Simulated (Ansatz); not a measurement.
# Structural relaxation of a frame of liquid (K,Li)2CO3 from 1000 K (114 atoms), part 2 of 3

Aim: bring a frame of liquid (K,Li)2CO3 from 1000 K (114 atoms) to a nearby minimum of the energy and see what moves.

Ansatz 0.2.0; Kohn-Sham DFT, PBE, PAW (set soft_2), plane waves.

The cell: 19 C, 57 O, 14 K and 24 Li. The network of bonds at the start is that of the classical potential that made the cell. Sampling is at Γ alone, for a cell whose shortest periodic width is 12 Å.

So far. Step 2 (Single point at the start): The r.m.s. force component of 2.5 eV/Å and the pressure of 6.4 GPa set the starting point.

### Step 3. Cell and atoms relaxed

Cell and atoms are freed together, to release stress as well as forces.

File input.yaml:

```yaml
crystal:
  lattice:
    - [11.7456, 0.0, 0.0]
    - [0.0, 11.7456, 0.0]
    - [0.0, 0.0, 11.7456]
  atoms:
    [... the 114 atom lines of step 2 ...]
kpoints:
  mp_grid: { grid: [1, 1, 1] }
hamiltonian:
  xc: pbe
scf:
  occupations: { method: fermi_dirac, width: 0.025 }
output:
  forces: true
relax:
  f_tol: 0.05
  max_steps: 200
  cell: {}
```

Run with:

```
> ansatz run input.yaml --threads 4 --pin off --max-ram 8192MiB --backend cpu --events-out ev --progress --plain --runs-dir out
```

Numbers of over 12 decimals in the logs are rounded to 6 here.

The program printed:

```text
[...]
Crystal: 114 atoms, lattice volume = 1620.413 Å³
Basis set: ecut = 420 eV, 31559 PW (Γ), exchange–correlation on 160×160×160 points (8 copies of the dense FFT grid, shifted against one another)
Bands: 422, of which v1, the nominal top of the filled ones, is band 308 counted from 1 (307 counted from 0)
Symmetry: 1 space group operations
[...]
k-points: 1
[...]
SCF iter   1: F=—  HF=-63593.642158 eV  |F-HF|=—  |Δ(HF+E_count)|=         —  Δρ=3.06e-3  dr2=3.04e-1  ethr=1.77e-3  ⟨swp⟩=6.0  Hψ=1819  notcnv=0  defer=56
[...]
SCF iter  10: F=-63593.579391 eV  HF=-63593.579391 eV  |F-HF|=2.57e-8  |Δ(HF+E_count)|=   2.25e-7  Δρ=2.57e-6  dr2=9.90e-8  ethr=1.62e-11  ⟨swp⟩=4.0  Hψ=1219  notcnv=0
SCF 1 converged in 10 iterations: F = -63593.579391 eV  dr2 = 9.90e-8
[...]
relax step   1: F+E_penalty+E_count = -63593.57939054 eV  Δ(F+E_penalty+E_count) = +0.000e0 eV  max|allowed force component| = 1.181e1 eV/Å  Δτ_max = 0.0000 Å  P = +6.356 GPa  Ω = 1620.413 Å³  (10 SCF iters, dr2 threshold 1.00e-7 eV, accepted)
[... from here on, the SCF cycles and remarks between the steps are left out ...]
relax step   2: F+E_penalty+E_count = -63608.25312918 eV  Δ(F+E_penalty+E_count) = -1.467e1 eV  max|allowed force component| = 3.489e0 eV/Å  Δτ_max = 0.1944 Å  P = -0.495 GPa  Ω = 1622.986 Å³  energy of the carried Pulay correction = -7.970e-3 eV  (9 SCF iters, dr2 threshold 1.14e-5 eV, accepted)
relax step   3: F+E_penalty+E_count = -63611.63036626 eV  Δ(F+E_penalty+E_count) = -3.377e0 eV  max|allowed force component| = 2.854e0 eV/Å  Δτ_max = 0.1985 Å  P = -2.362 GPa  Ω = 1606.011 Å³  energy of the carried Pulay correction = +4.484e-2 eV  (8 SCF iters, dr2 threshold 1.14e-5 eV, accepted)
relax step   4: F+E_penalty+E_count = -63613.88259311 eV  Δ(F+E_penalty+E_count) = -2.252e0 eV  max|allowed force component| = 2.663e0 eV/Å  Δτ_max = 0.1942 Å  P = -2.408 GPa  Ω = 1586.168 Å³  energy of the carried Pulay correction = +1.073e-1 eV  (8 SCF iters, dr2 threshold 1.14e-5 eV, accepted)
relax step   5: F+E_penalty+E_count = -63615.54643489 eV  Δ(F+E_penalty+E_count) = -1.664e0 eV  max|allowed force component| = 1.642e0 eV/Å  Δτ_max = 0.1916 Å  P = -1.373 GPa  Ω = 1562.798 Å³  energy of the carried Pulay correction = +1.818e-1 eV  (8 SCF iters, dr2 threshold 1.14e-5 eV, accepted)
relax step   6: F+E_penalty+E_count = -63616.53348707 eV  Δ(F+E_penalty+E_count) = -9.871e-1 eV  max|allowed force component| = 1.630e0 eV/Å  Δτ_max = 0.1952 Å  P = +0.064 GPa  Ω = 1550.157 Å³  energy of the carried Pulay correction = +2.226e-1 eV  (8 SCF iters, dr2 threshold 1.14e-5 eV, accepted)
relax step   7: F+E_penalty+E_count = -63617.03057003 eV  Δ(F+E_penalty+E_count) = -4.971e-1 eV  max|allowed force component| = 8.182e-1 eV/Å  Δτ_max = 0.1951 Å  P = +0.464 GPa  Ω = 1561.310 Å³  energy of the carried Pulay correction = +1.866e-1 eV  (7 SCF iters, dr2 threshold 1.14e-5 eV, accepted)
relax step   8: F+E_penalty+E_count = -63617.40636095 eV  Δ(F+E_penalty+E_count) = -3.758e-1 eV  max|allowed force component| = 6.812e-1 eV/Å  Δτ_max = 0.2000 Å  P = +0.315 GPa  Ω = 1568.321 Å³  energy of the carried Pulay correction = +1.641e-1 eV  (7 SCF iters, dr2 threshold 1.14e-5 eV, accepted)
relax step   9: F+E_penalty+E_count = -63617.75719157 eV  Δ(F+E_penalty+E_count) = -3.508e-1 eV  max|allowed force component| = 3.822e-1 eV/Å  Δτ_max = 0.1951 Å  P = -0.052 GPa  Ω = 1576.336 Å³  energy of the carried Pulay correction = +1.385e-1 eV  (7 SCF iters, dr2 threshold 1.14e-5 eV, accepted)
relax step  10: F+E_penalty+E_count = -63617.97331917 eV  Δ(F+E_penalty+E_count) = -2.161e-1 eV  max|allowed force component| = 6.541e-1 eV/Å  Δτ_max = 0.1951 Å  P = -0.270 GPa  Ω = 1579.992 Å³  energy of the carried Pulay correction = +1.269e-1 eV  (7 SCF iters, dr2 threshold 9.13e-6 eV, accepted)
relax step  11: F+E_penalty+E_count = -63618.17211586 eV  Δ(F+E_penalty+E_count) = -1.988e-1 eV  max|allowed force component| = 5.967e-1 eV/Å  Δτ_max = 0.2000 Å  P = -0.270 GPa  Ω = 1580.373 Å³  energy of the carried Pulay correction = +1.257e-1 eV  (7 SCF iters, dr2 threshold 1.14e-5 eV, accepted)
relax step  12: F+E_penalty+E_count = -63618.42344384 eV  Δ(F+E_penalty+E_count) = -2.513e-1 eV  max|allowed force component| = 3.354e-1 eV/Å  Δτ_max = 0.1935 Å  P = -0.181 GPa  Ω = 1580.651 Å³  energy of the carried Pulay correction = +1.248e-1 eV  (7 SCF iters, dr2 threshold 1.14e-5 eV, accepted)
relax step  13: F+E_penalty+E_count = -63618.59075957 eV  Δ(F+E_penalty+E_count) = -1.673e-1 eV  max|allowed force component| = 6.310e-1 eV/Å  Δτ_max = 0.1958 Å  P = -0.092 GPa  Ω = 1580.590 Å³  energy of the carried Pulay correction = +1.250e-1 eV  (7 SCF iters, dr2 threshold 7.03e-6 eV, accepted)
relax step  14: F+E_penalty+E_count = -63618.76039135 eV  Δ(F+E_penalty+E_count) = -1.696e-1 eV  max|allowed force component| = 8.960e-1 eV/Å  Δτ_max = 0.1951 Å  P = -0.181 GPa  Ω = 1579.719 Å³  energy of the carried Pulay correction = +1.278e-1 eV  (7 SCF iters, dr2 threshold 1.14e-5 eV, accepted)
[...]
relax step  44: F+E_penalty+E_count = -63620.46924511 eV  Δ(F+E_penalty+E_count) = -6.436e-4 eV  max|allowed force component| = 3.333e-1 eV/Å  Δτ_max = 0.0964 Å  P = -0.026 GPa  Ω = 1585.641 Å³  energy of the carried Pulay correction = +1.090e-1 eV  (7 SCF iters, dr2 threshold 2.13e-6 eV, accepted)
relax step  45: F+E_penalty+E_count = -63620.48062000 eV  Δ(F+E_penalty+E_count) = -1.137e-2 eV  max|allowed force component| = 2.884e-1 eV/Å  Δτ_max = 0.1426 Å  P = -0.206 GPa  Ω = 1587.483 Å³  energy of the carried Pulay correction = +1.031e-1 eV  (7 SCF iters, dr2 threshold 6.94e-6 eV, accepted)
relax step  46: F+E_penalty+E_count = -63620.49461271 eV  Δ(F+E_penalty+E_count) = -1.399e-2 eV  max|allowed force component| = 1.472e-1 eV/Å  Δτ_max = 0.0153 Å  P = -0.097 GPa  Ω = 1586.701 Å³  energy of the carried Pulay correction = +1.056e-1 eV  (5 SCF iters, dr2 threshold 5.20e-6 eV, accepted)
relax step  47: F+E_penalty+E_count = -63620.50834980 eV  Δ(F+E_penalty+E_count) = -1.374e-2 eV  max|allowed force component| = 9.970e-2 eV/Å  Δτ_max = 0.2000 Å  P = +0.029 GPa  Ω = 1586.229 Å³  energy of the carried Pulay correction = +1.071e-1 eV  (8 SCF iters, dr2 threshold 1.35e-6 eV, accepted)
relax step  48: F+E_penalty+E_count = -63620.50583106 eV  Δ(F+E_penalty+E_count) = +2.519e-3 eV  max|allowed force component| = 1.009e-1 eV/Å  Δτ_max = 0.2000 Å  P = +0.036 GPa  Ω = 1580.700 Å³  energy of the carried Pulay correction = +1.246e-1 eV  (9 SCF iters, dr2 threshold 6.21e-7 eV, rejected (line search))
relax step  49: F+E_penalty+E_count = -63620.51806921 eV  Δ(F+E_penalty+E_count) = -9.719e-3 eV  max|allowed force component| = 3.668e-2 eV/Å  Δτ_max = 0.1000 Å  P = -0.011 GPa  Ω = 1586.003 Å³  energy of the carried Pulay correction = +1.078e-1 eV  (12 SCF iters, accepted)
relax step  50: F+E_penalty+E_count = -63620.52148790 eV  Δ(F+E_penalty+E_count) = -3.419e-3 eV  max|allowed force component| = 3.699e-2 eV/Å  Δτ_max = 0.0000 Å  P = -0.052 GPa  Ω = 1586.003 Å³  stress off target by 2.64e-1 GPa  SCF on the basis re-selected at this cell (its energy is not comparable with the rows above)  (7 SCF iters)
relax step  51: F+E_penalty+E_count = -63620.53748605 eV  Δ(F+E_penalty+E_count) = -1.600e-2 eV  max|allowed force component| = 4.519e-2 eV/Å  Δτ_max = 0.0655 Å  P = +0.001 GPa  Ω = 1584.934 Å³  energy of the carried Pulay correction = +2.635e-3 eV  (9 SCF iters, dr2 threshold 1.74e-7 eV, accepted)
relax step  52: F+E_penalty+E_count = -63620.53550414 eV  Δ(F+E_penalty+E_count) = +1.982e-3 eV  max|allowed force component| = 1.044e-1 eV/Å  Δτ_max = 0.1089 Å  P = +0.020 GPa  Ω = 1583.365 Å³  energy of the carried Pulay correction = +7.292e-3 eV  (10 SCF iters, dr2 threshold 6.94e-9 eV, rejected (line search))
relax step  53: F+E_penalty+E_count = -63620.54481018 eV  Δ(F+E_penalty+E_count) = -7.324e-3 eV  max|allowed force component| = 2.264e-2 eV/Å  Δτ_max = 0.0298 Å  P = +0.001 GPa  Ω = 1584.438 Å³  energy of the carried Pulay correction = +4.204e-3 eV  (11 SCF iters, accepted)
relax step  54: F+E_penalty+E_count = -63620.54130251 eV  Δ(F+E_penalty+E_count) = +3.508e-3 eV  max|allowed force component| = 2.270e-2 eV/Å  Δτ_max = 0.0000 Å  P = -0.000 GPa  Ω = 1584.438 Å³  stress off target by 5.89e-2 GPa  SCF on the basis re-selected at this cell (its energy is not comparable with the rows above)  (6 SCF iters)
relax step  55: F+E_penalty+E_count = -63620.54344008 eV  Δ(F+E_penalty+E_count) = -2.138e-3 eV  max|allowed force component| = 1.024e-2 eV/Å  Δτ_max = 0.0136 Å  P = +0.003 GPa  Ω = 1584.280 Å³  energy of the carried Pulay correction = +3.731e-4 eV  (9 SCF iters, dr2 threshold 8.68e-9 eV, accepted)
relax step  56: F+E_penalty+E_count = -63620.54397791 eV  Δ(F+E_penalty+E_count) = -5.378e-4 eV  max|allowed force component| = 1.039e-2 eV/Å  Δτ_max = 0.0000 Å  P = +0.003 GPa  Ω = 1584.280 Å³  stress off target by 1.76e-2 GPa  SCF on the basis re-selected at this cell (its energy is not comparable with the rows above)  (5 SCF iters)
[...]
SCF converged after 5 iterations
Free energy (F): -63620.543978 eV
[...]
Internal energy: -63620.543978 eV  (E = F + TS)
E sigma→0 (E₀):  -63620.543978 eV
Fermi energy:    4.308422 eV
[...]
--- Forces (eV/Å), atoms counted from 1 ---
  atom   1  C     -0.00403753    -0.00469188     0.00077362
  atom   2  O      0.00162620    -0.00189460    -0.00150819
  atom   3  O      0.00087681     0.00110632    -0.00086533
  atom   4  O     -0.00096818     0.00118851    -0.00516952
  atom   5  C      0.00316848     0.00196957     0.00032831
  atom   6  O     -0.00059498     0.00102581     0.00290996
  atom   7  O      0.00108941     0.00177467    -0.00340856
  atom   8  O      0.00131590    -0.00225632     0.00072417
  atom   9  C     -0.00526012    -0.00829999    -0.00689271
  atom  10  O      0.00267485    -0.00015943     0.00209120
  atom  11  O      0.00252343     0.00498572     0.00173361
  atom  12  O      0.00229534     0.00316585     0.00132740
  atom  13  C     -0.00272826    -0.00428985     0.00563598
  atom  14  O      0.00154306     0.00601425    -0.00233813
[...]
atom 113  Li    -0.00309397     0.00408768     0.00056940
  atom 114  Li     0.00053152    -0.00239590     0.00010300
  max |Σ_I F_I| component: 4.07e-5 eV/Å
--- Stress (GPa, compression-positive) ---
        0.010948       0.004076      -0.005656
        0.004076       0.003769      -0.010971
       -0.005651      -0.010967      -0.005721
  P = ⅓ Tr σ = 0.0030 GPa (0.030 kbar)
--- Relaxed structure (53 steps of the walk, 49 accepted, 3 SCFs on fresh bases) ---
  F+E_penalty+E_count = -63620.54397791 eV   max|allowed force component| = 1.039e-2 eV/Å   (the final SCF, on the basis selected at the relaxed cell)
  cell:  # Å, volume = 1584.2804 Å³
    - [11.900890, 0.022401, -0.329573]
    - [0.022401, 11.718551, -0.390704]
    - [-0.329573, -0.390704, 11.382162]
  atoms:
    - { symbol: C, position: [0.345785, 0.073451, 0.430955] }
    - { symbol: O, position: [0.300816, -0.021674, 0.389642] }
    - { symbol: O, position: [0.358598, 0.094626, 0.545040] }
    - { symbol: O, position: [0.380926, 0.147670, 0.362079] }
[...]
- { symbol: Li, position: [0.721533, 0.512817, 0.161244] }
```

Wall time 19 min (4 threads of AMD EPYC 7R43, shared host); peak memory 2.3 GiB.

Step by step (22 of 56):

| step | energy less that of the first step (eV) | largest force component (eV/Å) | pressure (GPa) | volume (Å³) |
| --- | --- | --- | --- | --- |
| 1 | 0.0000 | 11.8127 | 6.36 | 1620.41 |
| 4 | -20.3032 | 2.6628 | -2.41 | 1586.17 |
| 6 | -22.9541 | 1.6297 | 0.06 | 1550.16 |
| 9 | -24.1778 | 0.3822 | -0.05 | 1576.34 |
| 11 | -24.5927 | 0.5967 | -0.27 | 1580.37 |
| 14 | -25.1810 | 0.8960 | -0.18 | 1579.72 |
| 17 | -25.7404 | 0.3159 | 0.04 | 1583.27 |
| 19 | -26.0460 | 0.4395 | 0.17 | 1584.24 |
| 22 | -26.3301 | 0.7788 | -0.23 | 1591.19 |
| 25 | -26.5359 | 0.2047 | 0.03 | 1589.41 |
| 27 | -26.5930 | 0.0563 | 0.06 | 1586.26 |
| 30 | -26.6304 | 0.1580 | -0.05 | 1585.77 |
| 32 | -26.6792 | 0.2747 | -0.08 | 1585.22 |
| 35 | -26.7393 | 0.1039 | -0.01 | 1583.64 |
| 38 | -26.7948 | 0.8121 | -0.23 | 1582.42 |
| 40 | -26.8510 | 0.1480 | -0.05 | 1582.48 |
| 43 | -26.8892 | 0.1845 | 0.05 | 1582.74 |
| 46 | -26.9152 | 0.1472 | -0.10 | 1586.70 |
| 48 | -26.9264 | 0.1009 | 0.04 | 1580.70 |
| 51 | -26.9581 | 0.0452 | 0.00 | 1584.93 |
| 53 | -26.9654 | 0.0226 | 0.00 | 1584.44 |
| 56* | -26.9646 | 0.0104 | 0.00 | 1584.28 |

Relaxation steps marked * repeat the geometry before them on a plane-wave basis chosen anew for their cell, so energy and pressure can jump there. Other such steps can lie between the rows shown. Relaxation steps 34, 42, 48, 52 were tried and not accepted.

| cell as run | before | after | change |
| --- | --- | --- | --- |
| a (Å) | 11.746 | 11.905 | +1.4 % |
| b (Å) | 11.746 | 11.725 | -0.2 % |
| c (Å) | 11.746 | 11.394 | -3.0 % |
| α (°) | 90.00 | 93.88 | +4.3 % |
| β (°) | 90.00 | 93.25 | +3.6 % |
| γ (°) | 90.00 | 89.73 | -0.3 % |
| volume (Å³/atom) | 14.21 | 13.90 | -2.2 % |

The atoms that moved most (Å, as changes of fractional coordinates times the final cell):

| atom | dx | dy | dz | length |
| --- | --- | --- | --- | --- |
| O11 | 1.684 | 0.843 | -0.908 | 2.090 |
| K85 | 1.728 | 0.074 | 0.639 | 1.844 |
| K84 | 1.473 | -0.109 | 0.987 | 1.776 |
| K78 | -1.385 | -0.137 | 0.334 | 1.431 |
| Li94 | -1.238 | 0.629 | -0.186 | 1.401 |
| O67 | -0.493 | 1.013 | -0.784 | 1.373 |
| O30 | 1.003 | -0.890 | 0.113 | 1.346 |
| Li100 | -0.498 | -0.067 | 1.204 | 1.305 |

The relaxation changed the energy by -237 meV/atom, and atoms moved by 0.85 Å r.m.s., 2.1 Å at most.

### Step 4. Local order after relaxation

Bonds before and after, by the cutoffs listed below:

| pair | bonds before | bonds after | mean before (Å) | mean after (Å) | spread before (Å) | spread after (Å) |
| --- | --- | --- | --- | --- | --- | --- |
| O-Li | 108 | 98 | 2.149 | 2.008 | 0.196 | 0.102 |
| O-C | 57 | 57 | 1.268 | 1.299 | 0.054 | 0.011 |
| O-K | 88 | 93 | 2.950 | 2.876 | 0.246 | 0.182 |

Density 1.94 g/cm³, 13.90 Å³ an atom.

g(r), total and by pair (bins of 0.2 Å):

| r (Å) | total | O-O | O-Li | O-C | O-K | Li-Li | Li-C |
| --- | --- | --- | --- | --- | --- | --- | --- |
| 1.20 | 1.73 | 0.00 | 0.00 | 10.40 | 0.00 | 0.00 | 0.00 |
| 1.40 | 1.54 | 0.00 | 0.00 | 9.30 | 0.00 | 0.00 | 0.00 |
| 1.60 | 0.00 | 0.00 | 0.00 | 0.00 | 0.00 | 0.00 | 0.00 |
| 1.80 | 0.36 | 0.00 | 1.71 | 0.00 | 0.00 | 0.00 | 0.00 |
| 2.00 | 1.80 | 0.00 | 8.55 | 0.00 | 0.00 | 0.00 | 0.00 |
| 2.20 | 1.29 | 4.36 | 0.89 | 0.00 | 0.00 | 0.00 | 0.27 |
| 2.40 | 0.27 | 0.00 | 0.16 | 0.00 | 0.00 | 0.39 | 3.15 |
| 2.60 | 0.40 | 0.00 | 0.07 | 0.00 | 2.01 | 0.61 | 1.61 |
| 2.80 | 1.07 | 0.24 | 0.35 | 0.07 | 3.84 | 2.29 | 5.08 |
| 3.00 | 1.09 | 0.89 | 0.62 | 0.13 | 2.23 | 1.91 | 3.56 |
| 3.20 | 1.02 | 1.71 | 0.72 | 0.00 | 0.64 | 1.27 | 1.23 |
| 3.40 | 0.94 | 1.15 | 0.98 | 0.65 | 0.35 | 1.87 | 0.00 |
| 3.60 | 1.02 | 0.84 | 1.38 | 0.85 | 0.67 | 0.67 | 0.00 |
| 3.80 | 1.19 | 1.03 | 1.14 | 1.75 | 0.98 | 1.05 | 0.09 |
| 4.00 | 1.03 | 0.71 | 1.30 | 1.81 | 0.74 | 0.55 | 0.43 |
| 4.20 | 1.01 | 0.86 | 1.07 | 1.55 | 1.21 | 0.26 | 0.31 |
| 4.40 | 1.04 | 0.86 | 0.64 | 1.69 | 1.43 | 0.68 | 0.43 |
| 4.60 | 0.79 | 0.81 | 0.56 | 0.96 | 1.08 | 0.41 | 0.40 |
| 4.80 | 1.03 | 1.43 | 0.76 | 0.71 | 1.09 | 1.05 | 1.02 |
| 5.00 | 0.97 | 1.09 | 1.01 | 0.93 | 0.89 | 1.05 | 0.77 |
| 5.20 | 1.17 | 1.65 | 0.89 | 0.95 | 0.85 | 1.63 | 1.50 |
| 5.40 | 0.93 | 1.02 | 0.83 | 0.90 | 0.86 | 1.20 | 1.29 |
| 5.60 | 1.02 | 1.08 | 0.94 | 1.32 | 0.98 | 0.70 | 0.97 |

Bonds by pair of elements; cutoffs follow the first minimum of g(r), held within bounds set by covalent radii, and pairs that aren't listed don't count as bonded:

| pair A-B | cutoff (Å) | bonds | mean length (Å) | spread (Å) | shortest (Å) | B about A | A about B |
| --- | --- | --- | --- | --- | --- | --- | --- |
| O-Li | 2.58 | 98 | 2.01 | 0.102 | 1.86 | 1.72 | 4.08 |
| O-C | 1.73 | 57 | 1.30 | 0.011 | 1.28 | 1 | 3 |
| O-K | 3.43 | 93 | 2.88 | 0.182 | 2.6 | 1.63 | 6.64 |

How many atoms have how many bonded neighbours:

| element | mean | 3 | 4 | 5 | 6 | 7 | 8 | 9 |
| --- | --- | --- | --- | --- | --- | --- | --- | --- |
| C | 3 | 19 | 0 | 0 | 0 | 0 | 0 | 0 |
| K | 6.64 | 0 | 0 | 2 | 5 | 4 | 2 | 1 |
| Li | 4.08 | 2 | 18 | 4 | 0 | 0 | 0 | 0 |
| O | 4.35 | 3 | 34 | 17 | 3 | 0 | 0 | 0 |

Bond angles, per cent of each kind in bins of 5°:

| angle (°) | O-Li-O | K-O-Li | C-O-Li | C-O-K |
| --- | --- | --- | --- | --- |
| 60–65 | 5.2 | 0.0 | 0.0 | 1.1 |
| 65–70 | 4.5 | 3.8 | 0.0 | 1.1 |
| 70–75 | 0.0 | 3.0 | 1.0 | 0.0 |
| 75–80 | 0.0 | 7.6 | 0.0 | 2.1 |
| 80–85 | 1.3 | 13.6 | 7.1 | 8.6 |
| 85–90 | 4.5 | 12.1 | 19.4 | 8.6 |
| 90–95 | 6.5 | 12.1 | 1.0 | 14.0 |
| 95–100 | 8.4 | 9.1 | 5.1 | 14.0 |
| 100–105 | 8.4 | 4.5 | 2.0 | 6.5 |
| 105–110 | 13.6 | 1.5 | 3.1 | 1.1 |
| 110–115 | 13.6 | 6.8 | 7.1 | 5.4 |
| 115–120 | 5.8 | 3.8 | 11.2 | 6.5 |
| 120–125 | 9.1 | 6.8 | 11.2 | 8.6 |
| 125–130 | 7.8 | 3.0 | 11.2 | 1.1 |
| 130–135 | 3.9 | 2.3 | 5.1 | 3.2 |
| 135–140 | 4.5 | 0.0 | 3.1 | 4.3 |
| 140–145 | 1.3 | 0.0 | 7.1 | 2.1 |
| 145–150 | 0.6 | 0.0 | 2.0 | 3.2 |
| 150–155 | 0.0 | 1.5 | 2.0 | 5.4 |
| 155–160 | 0.0 | 3.0 | 1.0 | 0.0 |
| 160–165 | 0.0 | 2.3 | 0.0 | 1.1 |
| 165–170 | 0.6 | 2.3 | 0.0 | 2.1 |
| 170–175 | 0.0 | 0.0 | 0.0 | 0.0 |
| 175–180 | 0.0 | 0.8 | 0.0 | 0.0 |

Bond angles (no mean is given where the spread exceeds 20°):

| angle | count | mean (°) | spread (°) |
| --- | --- | --- | --- |
| O-Li-O | 154 | - | - |
| K-O-Li | 132 | - | - |
| C-O-Li | 98 | - | - |
| C-O-K | 93 | - | - |

Bond length by coordination (bonds to H left out):

| element | coordination | atoms | mean bond length (Å) |
| --- | --- | --- | --- |
| K | 5 | 2 | 2.73 |
| K | 6 | 5 | 2.83 |
| K | 7 | 4 | 2.91 |
| K | 8 | 2 | 2.93 |
| K | 9 | 1 | 2.98 |
| Li | 3 | 2 | 1.90 |
| Li | 4 | 18 | 1.99 |
| Li | 5 | 4 | 2.1 |
| O | 3 | 3 | 1.88 |
| O | 4 | 34 | 2.10 |
| O | 5 | 17 | 2.27 |
| O | 6 | 3 | 2.42 |

Counting bonds as in the table, all C atoms have 3, 36 % of K atoms have 6, 75 % of Li atoms have 4 and 60 % of O atoms have 4 bonded neighbours.

[end of part 2 of 3]

[Logs are printed without paths, hosts, clocks, repeated set-up lines and the standing remarks that a program may print on its own settings, such as how far it seeks lower states.]

[Hosts, paths, dates, database ids (printed as entryN), source tags and the programs' standing remarks are cut or masked in the printed files.]
